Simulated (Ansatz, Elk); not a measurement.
# How far do independent atoms describe K2HN?, part 2 of 2

Structure refinements treat a crystal as free atoms side by side. For a made-up structure of K2HN (cell and positions from a PBEsol relaxation) the runs below show what the calculated density changes in F(hkl).

Elk 11.2.3 (patched build); all-electron DFT.

So far. Step 4 (Another try): Its structure factors differ from the first run's by R = 32.5 %.

The structure was built from a prototype and need not be the compound's stable phase.

## 5. Another functional

Level of this step: DFT, LDA (Perdew-Wang), all-electron APW+lo, Dirac cores, scalar-relativistic bands, static density, no spin (Elk).

The difference from free atoms is small, so it is set against the change that LDA (Perdew-Wang) makes.

elk.in reads:

```
tasks
  0
  195

xctype
  3

spinpol
  .false.

rgkmax
  7.0

gmaxvr
  14.0

lmaxo
  7

lmaxapw
  8

swidth
  0.002

tshift
  .false.

ramdisk
  .false.

hmaxvr
  5.5

maxscl
  120

epspot
  1e-06

sppath
  './'

avec
  -4.48570124864 6.55161555484 4.62368558373
  4.48570124864 -6.55161555484 4.62368558373
  4.48570124864 6.55161555484 -4.62368558373

atoms
  3
  'K.in'
  2
  0.2733985780 0.5316890010 0.7417095770   0.000000 0.000000 0.000000
  0.7899794239 0.5316890010 0.2582904230   0.000000 0.000000 0.000000
  'N.in'
  1
  0.9618412795 0.9618412795 -0.0000000000   0.000000 0.000000 0.000000
  'H.in'
  1
  0.1752807185 0.1752807185 -0.0000000000   0.000000 0.000000 0.000000

ngridk
  7 7 7
```

Run with:

```sh
$ OMP_NUM_THREADS=4 elk
```

Numbers of over 12 decimals in the logs are rounded to 6 here.

The program printed:

```text
┌─────────────────────────┐
│ Elk code version 11.2.3 │
└─────────────────────────┘

All units are atomic (Hartree, Bohr, etc.)

┌─────────────────────────────────────────────────┐
│ Ground-state run starting from atomic densities │
└─────────────────────────────────────────────────┘

Lattice vectors :
  -4.485701249       6.551615555       4.623685584
   4.485701249      -6.551615555       4.623685584
   4.485701249       6.551615555      -4.623685584

Reciprocal lattice vectors :
 -0.1753723074E-16  0.4795141942      0.6794563767
[...]
atom 2                    :    17.62253220     ( -0.3353270881E-05)
  species : 2 (N)
   atom 1                    :    3.986304424     (  0.3284468982E-03)
  species : 3 (H)
   atom 1                    :   0.3909266762     (   0.000000000    )
 total in muffin-tins        :    39.62229550
 total calculated charge     :    45.99961195
 total charge                :    46.00000000
 error                       :   0.3880450901E-03

┌──────────────────────────────┐
│ Self-consistent loop stopped │
└──────────────────────────────┘

Warning : core states of species 2 leak from the muffin-tin :   0.3284468982E-03

Wrote STATE.OUT
[key lines of the parts left out:]
total energy                :     -1256.1436794078
```

It took 2.8 min on 4 threads of Arm Neoverse V2, shared host; peak memory 0.16 GiB.

Against the first run R = 0.08 %; the largest change is -0.066 at 200.

## 6. Basis size

The basis and the expansions that go with it are enlarged, to see whether the differences are converged.

elk.in: that of step 5 with these lines changed.

```diff
@@ -5,3 +5,3 @@
 xctype
-  3
+  20
 
@@ -11,12 +11,12 @@
 rgkmax
-  7.0
+  8.5
 
 gmaxvr
-  14.0
+  18.0
 
 lmaxo
-  7
+  9
 
 lmaxapw
-  8
+  10
```

Run with:

```sh
$ OMP_NUM_THREADS=4 elk
```

The program printed:

```text
┌─────────────────────────┐
│ Elk code version 11.2.3 │
└─────────────────────────┘

All units are atomic (Hartree, Bohr, etc.)

┌─────────────────────────────────────────────────┐
│ Ground-state run starting from atomic densities │
└─────────────────────────────────────────────────┘

Lattice vectors :
  -4.485701249       6.551615555       4.623685584
   4.485701249      -6.551615555       4.623685584
   4.485701249       6.551615555      -4.623685584

Reciprocal lattice vectors :
 -0.1753723074E-16  0.4795141942      0.6794563767
[...]
species : 2 (N)
   atom 1                    :    4.032552848     (  0.3153486709E-03)
  species : 3 (H)
   atom 1                    :   0.4048970226     (   0.000000000    )
 total in muffin-tins        :    39.70634694
 total calculated charge     :    45.99968583
 total charge                :    46.00000000
 error                       :   0.3141698647E-03

RMS change in Kohn-Sham potential (target) :   0.2305561752     (  0.1000000000E-05)
Absolute change in total energy (target)   :   0.9792005706E-02 (  0.1000000000E-03)

┌──────────────────┐
│ Loop number : 12 │
└──────────────────┘
[key lines of the parts left out:]
total energy                :     -1259.5989199529
```

Wall time 10 min (4 threads); peak memory 0.49 GiB.

The run was cut off at its time limit.

## 7. A coarser k-mesh

About half the k-points along each axis test the sampling.

elk.in: that of step 6 with these lines changed.

```diff
@@ -11,12 +11,12 @@
 rgkmax
-  8.5
+  7.0
 
 gmaxvr
-  18.0
+  14.0
 
 lmaxo
-  9
+  7
 
 lmaxapw
-  10
+  8
 
@@ -62,2 +62,2 @@
 ngridk
-  7 7 7
+  4 4 4
```

Run with:

```sh
$ OMP_NUM_THREADS=4 elk
```

The program printed:

```text
┌─────────────────────────┐
│ Elk code version 11.2.3 │
└─────────────────────────┘

All units are atomic (Hartree, Bohr, etc.)

┌─────────────────────────────────────────────────┐
│ Ground-state run starting from atomic densities │
└─────────────────────────────────────────────────┘

Lattice vectors :
  -4.485701249       6.551615555       4.623685584
   4.485701249      -6.551615555       4.623685584
   4.485701249       6.551615555      -4.623685584

Reciprocal lattice vectors :
 -0.1753723074E-16  0.4795141942      0.6794563767
[...]
atom 2                    :    17.63588082     ( -0.1013761857E-06)
  species : 2 (N)
   atom 1                    :    3.993673536     (  0.3140162737E-03)
  species : 3 (H)
   atom 1                    :   0.4032630045     (   0.000000000    )
 total in muffin-tins        :    39.66869818
 total calculated charge     :    45.99962215
 total charge                :    46.00000000
 error                       :   0.3778538416E-03

┌──────────────────────────────┐
│ Self-consistent loop stopped │
└──────────────────────────────┘

Warning : core states of species 2 leak from the muffin-tin :   0.3140162737E-03

Wrote STATE.OUT
[key lines of the parts left out:]
total energy                :     -1259.5582457760
```

The job ended after 73 s (4 threads; peak memory 0.17 GiB; 4.3 min of CPU time).

Against the first run R = 0.00 %; the largest change is +0.001 at 011.

## 8. Settings against the effect

```csv
run,R against the first run (%),"R against neutral atoms, low angle (%)",wall time
"PBE, rgkmax 7",0.00,1.05,4.9 min
LDA (Perdew-Wang),0.08,0.89,2.8 min
k-mesh 4×4×4,0.00,1.05,73 s
```

## 9. What came out

```yaml
r_against_neutral_atoms_sin_theta_lambda_0p3_a_minus1: 1.05 %
r_against_neutral_atoms_0p3_to_0p69_a_minus1: 0.37 %
```

In words: Independent neutral atoms miss the calculated amplitudes by R = 1.05 % below 0.3 Å⁻¹ and 0.37 % from there to 0.69 Å⁻¹; by shells, 3.35 % below 0.15 Å⁻¹ (4 forms), 0.47 % 0.15 to 0.3 (11 forms), 0.40 % 0.3 to 0.45 (33 forms), 0.36 % above 0.45 (101 forms). Bonding, aspherical density and the tables' own atoms all enter these figures, and the runs don't part them. The largest change of an amplitude is +0.68 electrons, at 011. R counts amplitudes alone; phases shift too. The window's part falls from 6.0 electrons at the origin to at most 0.41 between 0.45 and 0.69 Å⁻¹. Below 0.3 Å⁻¹ the changes that finished (LDA (Perdew-Wang) and k-mesh 4×4×4) move F by R = 0.17 % at most, against the 1.05 % that separates it from free atoms. The basis has no finished test. Part of the difference isn't bonding: the tables are fits to free atoms and ions calculated by other methods than this functional. Thermal motion, anomalous dispersion and extinction are left out.

[Logs are printed without paths, hosts, clocks, repeated set-up lines and the standing remarks that a program may print on its own settings, such as how far it seeks lower states.]

[Hosts, paths, dates, database ids (printed as entryN), source tags and the programs' standing remarks are cut or masked in the printed files.]
